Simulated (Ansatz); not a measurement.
# What AlPt3N (built on the sites of a database entry of InNi3N) distorts into

Wanted: the energy along a soft mode of AlPt3N (built on the sites of a database entry of InNi3N) and the structure at the end.

Method: DFT RPBE, scalar-relativistic, plane waves, PAW, in Ansatz 0.2.0.

The structure was built from a prototype and need not be the compound's stable phase.

**1. The structure**

It takes space group Pm-3m (No. 221, cubic). Conventional cell: a = 4.209 Å, b = 4.209 Å, c = 4.209 Å, α = 90.00°, β = 90.00°, γ = 90.00°. Al has 12 Pt at 2.98 Å nearest. Pt has 2 N at 2.10 Å nearest. N has 6 Pt at 2.10 Å nearest. Farther neighbours and most contacts between anions are not listed.

**2. Response at finite wavevector**

The cell comes from relaxations at this level that are not shown. Stability and thermal properties need the whole zone. Linear response on a 4×4×4 q mesh gives force constants as far as a supercell of that size would.

The input, input.yaml:

```yaml
crystal:
  lattice:
    - [4.2086436197, 0.0, 0.0]
    - [0.0, 4.2086436197, 0.0]
    - [0.0, 0.0, 4.2086436197]
  atoms:
    - { symbol: Al, position: [0.0, 0.0, 0.0] }
    - { symbol: Pt, position: [0.5, 0.5, 0.0] }
    - { symbol: Pt, position: [0.5, 0.0, 0.5] }
    - { symbol: Pt, position: [0.0, 0.5, 0.5] }
    - { symbol: "N", position: [0.5, 0.5, 0.5] }
kpoints:
  mp_grid: { grid: [8, 8, 8] }
hamiltonian:
  xc: rpbe
scf:
  occupations: { method: methfessel_paxton, width: 0.2 }
output:
  eigenvalues: true
phonons:
  method: dfpt
  qmesh: [4, 4, 4]
  temperatures: { t_max: 1000, t_step: 50 }
  qpath:
    path:
      - [[0.0, 0.0, 0.0], [0.0, 0.5, 0.0], [0.5, 0.5, 0.0], [0.0, 0.0, 0.0], [0.5, 0.5, 0.5], [0.0, 0.5, 0.0]]
      - [[0.5, 0.5, 0.5], [0.5, 0.5, 0.0]]
    npoints: 10
```

Started as:

```sh
> ansatz run input.yaml --threads 8 --pin off --max-ram 14336MiB --backend cpu --events-out ev --progress --plain --runs-dir out
```

Numbers of over 12 decimals in the logs are rounded to 6 here.

Log:

```text
Engine: ansatz 0.2.0, aarch64-unknown-linux-gnu
Pseudopotentials: kind: paw
Pseudopotential: Al, paw, valence charge 3, recommended cutoff 420 eV (normal), Al.paw.azcp
Pseudopotential: Pt, paw, valence charge 18, recommended cutoff 420 eV (normal), Pt.paw.azcp
Pseudopotential: N, paw, valence charge 5, recommended cutoff 420 eV (normal), N.paw.azcp
Functional definition: RPBE
  parameter kappa = 0.804
  parameter beta = 0.066725
  exchange = rpbe_x(kappa = kappa, mu = beta*pi^2/3)
  correlation = pbe_c(beta = beta)
Crystal: 5 atoms, lattice volume = 74.546 Å³
Basis set: ecut = 420 eV, 1419 PW (Γ), exchange–correlation on 60×60×60 points (8 copies of the dense FFT grid, shifted against one another)
Bands: 38, of which v1, the nominal top of the filled ones, is band 31 counted from 1 (30 counted from 0)
Symmetry: 48 space group operations
k-points: 35 of 512
Non-local potential: Al, projectors of the file, l = 0: 2, l = 1: 2, l = 2: 1
Non-local potential: Pt, projectors of the file, l = 0: 3, l = 1: 2, l = 2: 2, l = 3: 1
Non-local potential: N, projectors of the file, l = 0: 2, l = 1: 2, l = 2: 1
PAW form: soft (Blöchl's): semilocal exchange-correlation on the pseudo side does not see the compensation charge
PAW frozen core: Al, regenerated for the run's functional, and the local potential with it (the file was generated under x = pbe(κ = 0.804, μ = 0.219515), c = pbe(β = 0.066725))
PAW frozen core: Pt, regenerated for the run's functional, and the local potential with it (the file was generated under x = pbe(κ = 0.804, μ = 0.219515), c = pbe(β = 0.066725))
PAW frozen core: N, regenerated for the run's functional, and the local potential with it (the file was generated under x = pbe(κ = 0.804, μ = 0.219515), c = pbe(β = 0.066725))
PAW one-centre angular grid: Al, 110 points (default); XC on 64 Gauss nodes
PAW one-centre angular grid: Pt, 590 points (default); XC on 64 Gauss nodes
PAW one-centre angular grid: N, 110 points (default); XC on 64 Gauss nodes
Initial density: superposition of atomic densities (neutral atoms: chi_scale 0, normalization atom), corrected by the library's trained network
Initial wavefunctions: pseudopotential atomic-orbital guess
Functional: x = rpbe, c = pbe(β = 0.066725)
SCF iter   1: F=—  HF=-38534.590149 eV  |F-HF|=—  |Δ(HF+E_count)|=         —  Δρ=1.18e-2  dr2=1.34e-1  ethr=1.77e-3  ⟨swp⟩=5.3  Hψ=4622  notcnv=0
preconditioner: auto → Kerker (q_TF=auto, 2.646 Å⁻¹)  [metal: Δε(μ)=0.060 eV  Ē_g=8.046 eV  σ=0.200 eV  W_gap=0.24  n_scr=26 (ndim 8)  ℏωp=26.5 eV  f_vac=0.000  D(μ)=1.99/eV (n_scr^D=18)]
SCF iter   2: F=—  HF=-38534.571293 eV  |F-HF|=—  |Δ(HF+E_count)|=   1.89e-2  S|Δr|=    0.00e0  Δρ=6.19e-3  dr2=4.36e-2  ethr=2.17e-4  ⟨swp⟩=1.0  Hψ=1610  notcnv=0
SCF iter   3: F=—  HF=-38534.561945 eV  |F-HF|=—  |Δ(HF+E_count)|=   9.35e-3  S|Δr|=    0.00e0  Δρ=1.26e-3  dr2=2.98e-3  ethr=7.04e-5  ⟨swp⟩=2.1  Hψ=1667  notcnv=0
SCF iter   4: F=—  HF=-38534.560841 eV  |F-HF|=—  |Δ(HF+E_count)|=   1.10e-3  S|Δr|=    0.00e0  Δρ=3.53e-4  dr2=1.09e-4  ethr=4.80e-6  ⟨swp⟩=2.0  Hψ=1663  notcnv=0
SCF iter   5: F=—  HF=-38534.560800 eV  |F-HF|=—  |Δ(HF+E_count)|=   4.14e-5  S|Δr|=    0.00e0  Δρ=5.98e-5  dr2=3.24e-6  ethr=1.76e-7  ⟨swp⟩=2.0  Hψ=1751  notcnv=0
SCF iter   6: F=—  HF=-38534.560793 eV  |F-HF|=—  |Δ(HF+E_count)|=   6.36e-6  S|Δr|=    0.00e0  Δρ=1.33e-5  dr2=1.31e-7  ethr=5.23e-9  ⟨swp⟩=2.5  Hψ=1937  notcnv=0
SCF iter   7: F=—  HF=-38534.560793 eV  |F-HF|=—  |Δ(HF+E_count)|=   2.31e-9  S|Δr|=    0.00e0  Δρ=2.66e-6  dr2=5.41e-9  ethr=2.11e-10  ⟨swp⟩=2.2  Hψ=1952  notcnv=0
SCF iter   8: F=—  HF=-38534.560793 eV  |F-HF|=—  |Δ(HF+E_count)|=  6.84e-10  S|Δr|=    0.00e0  Δρ=6.17e-7  dr2=2.67e-10  ethr=8.73e-12  ⟨swp⟩=2.0  Hψ=1694  notcnv=0
SCF iter   9: F=—  HF=-38534.560793 eV  |F-HF|=—  |Δ(HF+E_count)|=  4.37e-11  S|Δr|=    0.00e0  Δρ=1.38e-7  dr2=1.81e-11  ethr=1.00e-12  ⟨swp⟩=2.0  Hψ=2020  notcnv=0
SCF iter  10: F=-38534.560793 eV  HF=-38534.560793 eV  |F-HF|=7.28e-12  |Δ(HF+E_count)|=    0.00e0  S|Δr|=    0.00e0  Δρ=3.13e-8  dr2=7.58e-13  ethr=1.00e-12  ⟨swp⟩=8.7  Hψ=5453  notcnv=0
SCF 1 converged in 10 iterations: F = -38534.560793 eV  dr2 = 7.58e-13
  greatest PAW one-centre occupation: 1.000 electrons in one spin orbital (limit 2), on the Pt atom at site 3 (counted from 0), in its partial waves of l = 0
Initial density: read from a saved state, or passed on in memory by an earlier SCF of this step, an earlier step, the calling program or the single point that the run made first
iter 1 solved again at ethr=7.59e-8 eV; its pass at ethr=3.10e-3 eV (dr2=4.70e-5 eV) is discarded
SCF iter   1: F=—  HF=-38534.560796 eV  |F-HF|=—  |Δ(HF+E_count)|=         —  Δρ=5.36e-7  dr2=1.82e-10  ethr=7.59e-8  ⟨swp⟩=3.0  Hψ=7794  notcnv=0
eigensolver tolerance schedule: the retry pair's looser diagonalisation over-reported the residual by 258342.31 of it (diagonalisation noise at an unbounded share of the residual, at the tolerance the schedule requests for it); recorded, not acted on — ethr = c·dr2/N_el stays at c = 1.0e-1
preconditioner: auto → Kerker (q_TF=auto, 2.646 Å⁻¹)  [metal: Δε(μ)=0.009 eV  Ē_g=7.998 eV  σ=0.200 eV  W_gap=0.04  n_scr=26 (ndim 8)  ℏωp=26.5 eV  f_vac=0.000  D(μ)=2.30/eV (n_scr^D=18)]
SCF iter   2: F=—  HF=-38534.560793 eV  |F-HF|=—  |Δ(HF+E_count)|=   2.85e-6  S|Δr|=    0.00e0  Δρ=2.77e-7  dr2=4.02e-11  ethr=1.00e-12  ⟨swp⟩=3.1  Hψ=3353  notcnv=0
SCF iter   3: F=—  HF=-38534.560793 eV  |F-HF|=—  |Δ(HF+E_count)|=    0.00e0  S|Δr|=    0.00e0  Δρ=1.81e-7  dr2=1.71e-11  ethr=1.00e-12  ⟨swp⟩=3.3  Hψ=3107  notcnv=0
SCF iter   4: F=-38534.560793 eV  HF=-38534.560793 eV  |F-HF|=7.28e-12  |Δ(HF+E_count)|=  1.46e-11  S|Δr|=    0.00e0  Δρ=6.33e-8  dr2=2.19e-12  ethr=1.00e-12  ⟨swp⟩=2.0  Hψ=2559  notcnv=0
SCF 2 converged in 4 iterations: F = -38534.560793 eV  dr2 = 2.19e-12
  greatest PAW one-centre occupation: 1.000 electrons in one spin orbital (limit 2), on the Pt atom at site 2 (counted from 0), in its partial waves of l = 0
phonons: the bands overlap, so this run is a metal and interpolates without the dipole-dipole term. If the crystal is really an insulator or semiconductor, its LO-TO splitting is missing
NSCF: frozen V_eff on 35 k-points
NSCF: frozen V_eff on 125 k-points
DFPT response loops at q = (0, 0, 0) (fractional): preconditioner auto → Kerker (q_TF=auto, 2.646 Å⁻¹) (partly filled bands, converged f_vac=0.000); β = 1.00, the filter's whole step (`scf.mixing.beta` (0.50) is not read by the response loops under this deck's `scf.mixing.preconditioner`; to damp them name `kerker` or `kerker_dos`, under which they read `scf.mixing.beta`, and type it under 1.00, their step now; both keys bind the ground state too); Broyden in place of MSR1
NSCF: frozen V_eff on 400 k-points
DFPT response loops at q = (0, 0, 0.25) (fractional): mixed as the last ones told, above
NSCF: frozen V_eff on 250 k-points
DFPT response loops at q = (0, 0, -0.5) (fractional): mixed as the last ones told, above
NSCF: frozen V_eff on 640 k-points
DFPT response loops at q = (0, 0.25, 0.25) (fractional): mixed as the last ones told, above
NSCF: frozen V_eff on 400 k-points
DFPT response loops at q = (0, 0.25, -0.5) (fractional): mixed as the last ones told, above
NSCF: frozen V_eff on 250 k-points
DFPT response loops at q = (0, -0.5, -0.5) (fractional): mixed as the last ones told, above
NSCF: frozen V_eff on 1024 k-points
DFPT response loops at q = (0.25, 0.25, 0.25) (fractional): mixed as the last ones told, above
NSCF: frozen V_eff on 640 k-points
DFPT response loops at q = (0.25, 0.25, -0.5) (fractional): mixed as the last ones told, above
NSCF: frozen V_eff on 400 k-points
DFPT response loops at q = (0.25, -0.5, -0.5) (fractional): mixed as the last ones told, above
NSCF: frozen V_eff on 250 k-points
DFPT response loops at q = (-0.5, -0.5, -0.5) (fractional): mixed as the last ones told, above
SCF converged after 10 iterations
Stability not checked: this state was not tested for a lower state beside it, because cold or Methfessel-Paxton smearing, or corrected tetrahedra, fill the levels in a way that the test cannot read (fill_not_monotonic; see scf.lower_state_search)
Free energy (F): -38534.560793 eV
Harris-Foulkes:  -38534.560793 eV  (|F-HF|=7.28e-12)
Internal energy: -38534.564823 eV  (E = F + TS)
E sigma→0 (E₀):  -38534.561801 eV
Entropy (-TS):   0.004029 eV (0.806 meV/atom)
Fermi energy:    17.156097 eV
--- Per-component energies (eV) ---
  E_band       = -656.477069
  E_kinetic    = 2066.612846
  E_local      = -6712.338255  (includes V_loc(G=0)·N_el)
  E_nonlocal   = 654.710634
  E_hartree    = 2614.765977
  E_xc         = -883.352198
  E_vxc        = -1009.861124  (∫ρ·V_xc dr)
  E_paw        = -29001.949857  (= ΣΔE_a)
  E_vpaw       = -885.133882  (= ΣTr[D̂ρ^β])
  E_aug_tail   = 0.000732  (compensation charges beyond the density's cutoff)
  E_ewald      = -7272.867186
  E_core_change = -0.147516  (= ΣΔE_core)
  E_smearing   = 0.004029  (= −TS)
  E_closure    = -0.000000  (closes the sum)
  Σ components = -38534.560793   (vs F -38534.560793, Δ=0.00e0)
--- Band table (eV; the first three rows and the last of 35) ---
  k-point 0: bands = [... 27 lower, 16.3705, 16.4006, 16.4006, 16.4006, 17.9790, 17.9790, 17.9790, 18.4345, ... 3 higher]
  k-point 1: bands = [... 27 lower, 16.2471, 16.3249, 16.3249, 16.4009, 17.6208, 18.2945, 18.2945, 18.5615, ... 3 higher]
  k-point 2: bands = [... 27 lower, 15.8916, 16.1711, 16.1711, 16.4016, 17.5610, 18.5789, 19.0912, 19.0912, ... 3 higher]
  k-point 34: bands = [... 27 lower, 15.0251, 16.2060, 16.2060, 16.2060, 17.9177, 17.9177, 17.9177, 18.4578, ... 3 higher]
--- Phonons (Γ-DFPT): 4 representative perturbations + reference (Σ response iterations 14) ---
  ASR residual: 5.603e-5 → 0.000e0 eV/Å²; symmetrization residual: 4.174e-6 eV/Å²
  ASR residual per site (eV/Å²): 3.48e-5 2.54e-5 2.54e-5 2.54e-5 5.60e-5
  Γ frequencies (cm⁻¹): -139.68 -139.68 -139.68 -96.30 -96.30 -96.30 0.00 0.00 0.00 61.61 61.61 61.61 271.18 271.18 271.18
--- Phonons (arbitrary-q DFPT): 10 irreducible q on the 4×4×4 mesh ---
  q = [0.0000, 0.0000, 0.0000] (star 1, of the zone-centre solve; hermiticity 5.94e-7, symmetrization 9.29e-13): -139.68 -139.68 -139.68 -96.30 -96.30 -96.30 -0.00 -0.00 0.00 61.61 61.61 61.61 271.18 271.18 271.18
  q = [0.0000, 0.0000, 0.2500] (star 6, 9 solved perturbations in 1560 linear systems a pass and spin channel, the states on 200 of 512 k-point pairs; hermiticity 6.47e-7, symmetrization 3.27e-13): -126.50 -126.50 -86.06 -86.06 -84.67 -34.61 -22.49 -22.49 62.55 62.55 99.22 125.07 279.74 279.74 400.61
  q = [0.0000, 0.0000, -0.5000] (star 3, 9 solved perturbations in 975 linear systems a pass and spin channel, the states on 125 of 512 k-point pairs; hermiticity 5.89e-7, symmetrization 1.13e-12): -105.66 -105.66 -83.36 -69.51 -69.51 -32.25 -32.25 46.42 62.97 62.97 139.09 158.71 290.00 290.00 513.28
  q = [0.0000, 0.2500, 0.2500] (star 12, 9 solved perturbations in 2460 linear systems a pass and spin channel, the states on 320 of 512 k-point pairs; hermiticity 6.41e-7, symmetrization 1.91e-13): -109.18 -88.86 -83.94 -69.73 -68.87 -39.43 11.49 54.52 69.74 106.63 109.37 142.04 288.61 394.83 395.49
  q = [0.0000, 0.2500, -0.5000] (star 12, 15 solved perturbations on 200 of 512 k-point pairs; hermiticity 5.86e-7, symmetrization 4.71e-14): -93.84 -81.80 -67.77 -65.50 -53.05 -52.71 64.46 76.89 79.52 88.51 125.62 158.63 299.51 385.07 503.08
  q = [0.0000, -0.5000, -0.5000] (star 3, 9 solved perturbations in 975 linear systems a pass and spin channel, the states on 125 of 512 k-point pairs; hermiticity 4.70e-7, symmetrization 1.41e-13): -73.48 -67.66 -67.66 -67.55 -66.97 -66.97 81.11 85.84 86.35 86.35 119.34 161.79 307.96 491.96 491.96
  q = [0.2500, 0.2500, 0.2500] (star 8, 4 solved perturbations in 1376 linear systems a pass and spin channel, the states on 512 of 512 k-point pairs; hermiticity 3.19e-7, symmetrization 5.15e-13): -93.08 -84.51 -84.51 -49.80 -49.80 18.31 57.83 57.83 98.14 98.14 116.30 155.98 383.50 383.50 394.66
  q = [0.2500, 0.2500, -0.5000] (star 12, 9 solved perturbations in 2460 linear systems a pass and spin channel, the states on 320 of 512 k-point pairs; hermiticity 3.11e-7, symmetrization 5.49e-13): -86.78 -82.33 -63.30 -25.75 -25.65 59.84 67.96 84.67 85.80 88.49 111.48 165.96 372.70 384.35 497.67
  q = [0.2500, -0.5000, -0.5000] (star 6, 9 solved perturbations in 1560 linear systems a pass and spin channel, the states on 200 of 512 k-point pairs; hermiticity 4.00e-7, symmetrization 1.52e-13): -73.02 -73.02 -66.71 32.29 32.29 48.73 70.29 70.29 86.17 89.53 119.37 176.79 380.58 492.83 492.83
  q = [-0.5000, -0.5000, -0.5000] (star 1, 4 solved perturbations in 350 linear systems a pass and spin channel, the states on 125 of 512 k-point pairs; hermiticity 3.53e-7, symmetrization 1.40e-12): -65.74 -65.74 -65.74 -27.91 -27.91 -27.91 83.84 83.84 83.84 120.36 120.36 190.16 489.36 489.36 489.36
  sum rule: each row above includes the acoustic sum rule's correction from the zone centre's row sums; it moved no ω² by more than (1.04 cm⁻¹)²
  mesh force constants: q→R imaginary residual 5.76e-19; ASR residual 5.603e-5 → 0.000e0 eV/Å²; symmetrization residual 1.599e-14 eV/Å²
  interpolated dispersion: 62 rows × 15 modes
  density of states and harmonic sums: on the 16×16×16 q-mesh, interpolated from the force constants of a 4×4×4 supercell (no non-analytic term)
  largest difference from the sums on the solved wave vectors: F 4.08e-2 eV, S 5.29e-5 and C_V 1.44e-5 eV/K
  zero-point energy: 0.107808 eV/cell   skipped modes (ω ≤ 0): 931, of them read as no rigid motion or as one in doubt: 928 (5.546e0 modes/cell left out, lowest -139.68 cm⁻¹)   left out of the sums: 3.70e-1 of the cell's modes: C_V's classical limit lies that fraction below 3 k_B per atom; for a crystal, a wire or a layer, F and S can be off by more, and a phonons.interpolated_qmesh denser along its periods is the remedy for the sampling
```

Wall time 8.5 min (8 threads of Arm Neoverse V2, shared host); peak memory 3.2 GiB.

Reading the cycles: dr2 is the Hartree energy of the density residual (eV), the measure of convergence; HF is the Harris–Foulkes estimate of the energy, which meets the free energy F at convergence.

Numbers from this step:

| Property | Result |
| --- | --- |
| volume per atom | 14.91 Å³ |
| gap on the k-mesh | 0 eV |
| sum-rule residual before enforcement | 5.60e-5 eV/Å² |
| lowest frequency on the path | -139.7 cm⁻¹ |
| point group | m-3m |
| highest frequency on the path or at a solved wavevector | 513.3 cm⁻¹ |
| highest optical mode at the zone centre (no LO-TO term) | 271.2 cm⁻¹ |
| lowest optical zone-centre mode | -139.7 cm⁻¹ |
| lowest mode on the q mesh (acoustic modes at Γ apart) | -139.7 cm⁻¹ |

Frequencies (cm⁻¹) solved at each irreducible wavevector; negative means imaginary. Frequencies by wavevector, by row:

```csv
q in reciprocal lattice units,star,mode 1,mode 2,mode 3,mode 4,mode 13,mode 14,mode 15
0 0 0,1,-139.7,-139.7,-139.7,-96.3,271.2,271.2,271.2
0 0 0.25,6,-126.5,-126.5,-86.1,-86.1,279.7,279.7,400.6
0 0 -0.5,3,-105.7,-105.7,-83.4,-69.5,290,290,513.3
0 0.25 0.25,12,-109.2,-88.9,-83.9,-69.7,288.6,394.8,395.5
0 0.25 -0.5,12,-93.8,-81.8,-67.8,-65.5,299.5,385.1,503.1
0 -0.5 -0.5,3,-73.5,-67.7,-67.7,-67.5,308,492,492
0.25 0.25 0.25,8,-93.1,-84.5,-84.5,-49.8,383.5,383.5,394.7
0.25 0.25 -0.5,12,-86.8,-82.3,-63.3,-25.8,372.7,384.4,497.7
0.25 -0.5 -0.5,6,-73,-73,-66.7,32.3,380.6,492.8,492.8
-0.5 -0.5 -0.5,1,-65.7,-65.7,-65.7,-27.9,489.4,489.4,489.4
```

Interpolated from a 4×4×4 q mesh. Phonon branches along the path, in cm⁻¹:

```csv
point,branch 1,branch 2,branch 3,branch 4,branch 12,branch 13,branch 14,branch 15
Γ,-140,-140,-140,-96,62,271,271,271
halfway,-126,-126,-86,-86,125,280,280,401
X,-106,-106,-83,-70,159,290,290,513
halfway,-94,-82,-68,-66,159,300,385,503
M,-74,-68,-68,-68,162,308,492,492
halfway,-109,-89,-84,-70,142,289,395,396
Γ,-140,-140,-140,-96,62,271,271,271
halfway,-93,-84,-84,-50,156,384,384,395
R,-66,-66,-66,-28,190,489,489,489
halfway,-87,-82,-63,-26,166,373,384,498
X,-106,-106,-83,-70,159,290,290,513
jump to R,-66,-66,-66,-28,190,489,489,489
halfway,-73,-73,-67,32,177,381,493,493
M,-74,-68,-68,-68,162,308,492,492
```

Symmetry leaves 10 wavevectors to solve. The lowest mode among them, the acoustic zeros apart, lies at Γ and is imaginary, 139.7i cm⁻¹, so the energy falls along it.

**3. The mode frozen in, largest atomic shift 0 Å**

The mode followed lies at q = (0, 0, -0.5) with frequency 105.7i cm⁻¹ and is 2-fold degenerate, one of the unstable modes though not the softest. At small amplitude the distorted cell has space group no. 11 by a symmetry search on the positions. The undistorted cell that holds it gives the zero of energy on the same k mesh.

System of this step: AlPt3N (built on the sites of a database entry of InNi3N). Symmetry: Pm-3m, No. 221, cubic system. Conventional cell: a = 4.209 Å, b = 4.209 Å, c = 4.209 Å, α = 90.00°, β = 90.00°, γ = 90.00°. Nearest to Al lie 12 Pt at 2.98 Å. Nearest to Pt lie 2 N at 2.10 Å. Pt has 2 N at 2.10 Å nearest. N has 6 Pt at 2.10 Å nearest. Farther neighbours and most contacts between anions are not listed.

The input, input.yaml:

```yaml
crystal:
  lattice:
    - [4.2086436197, 0.0, 0.0]
    - [0.0, 4.2086436197, 0.0]
    - [0.0, 0.0, 8.4172872394]
  atoms:
    - { symbol: Al, position: [0.0, 0.0, 0.0] }
    - { symbol: Al, position: [0.0, 0.0, 0.5] }
    - { symbol: Pt, position: [0.5, 0.5, 0.5] }
    - { symbol: Pt, position: [0.5, 0.5, 0.0] }
    - { symbol: Pt, position: [0.5, 0.0, 0.25] }
    - { symbol: Pt, position: [0.5, 0.0, 0.75] }
    - { symbol: Pt, position: [0.0, 0.5, 0.25] }
    - { symbol: Pt, position: [0.0, 0.5, 0.75] }
    - { symbol: "N", position: [0.5, 0.5, 0.25] }
    - { symbol: "N", position: [0.5, 0.5, 0.75] }
kpoints:
  mp_grid: { grid: [8, 8, 4] }
hamiltonian:
  xc: rpbe
scf:
  occupations: { method: methfessel_paxton, width: 0.2 }
output:
  forces: true
  stress: true
  eigenvalues: true
```

Log:

```text
[...]
Crystal: 10 atoms, lattice volume = 149.093 Å³
Basis set: ecut = 420 eV, 2881 PW (Γ), exchange–correlation on 60×60×120 points (8 copies of the dense FFT grid, shifted against one another)
Bands: 75, of which v1, the nominal top of the filled ones, is band 62 counted from 1 (61 counted from 0)
Symmetry: 32 space group operations
[...]
k-points: 45 of 256
[...]
k-point 0: bands = [... 58 lower, 16.4006, 16.4006, 16.4006, 16.4026, 17.9790, 17.9790, 17.9790, 18.0116, ... 9 higher]
  k-point 1: bands = [... 58 lower, 16.3249, 16.3249, 16.4009, 16.4023, 17.6208, 17.7824, 18.2945, 18.2945, ... 9 higher]
  k-point 2: bands = [... 58 lower, 16.1711, 16.1711, 16.4016, 16.4016, 17.5610, 17.5610, 18.5789, 18.5789, ... 9 higher]
  k-point 44: bands = [... 58 lower, 16.6851, 16.6851, 16.6851, 16.6851, 17.0981, 17.0981, 19.1976, 19.1976, ... 9 higher]
[key lines of the parts left out:]
SCF converged after 7 iterations
Free energy (F): -77069.121586 eV
Fermi energy:    17.156107 eV
P = ⅓ Tr σ = -0.0003 GPa (-0.003 kbar)
```

Wall time 3.4 s (8 threads); peak memory 0.93 GiB.

This step gave:

| Property | Result |
| --- | --- |
| pressure | -2.83e-4 GPa |
| energy from the undistorted cell | 0 meV/atom |

The run ends at a pressure of 0.00 GPa.

(Continued in part 2 of 3.)

[Logs are printed without paths, hosts, clocks, repeated set-up lines and the standing remarks that a program may print on its own settings, such as how far it seeks lower states.]

[Hosts, paths, dates, database ids (printed as entryN), source tags and the programs' standing remarks are cut or masked in the printed files.]
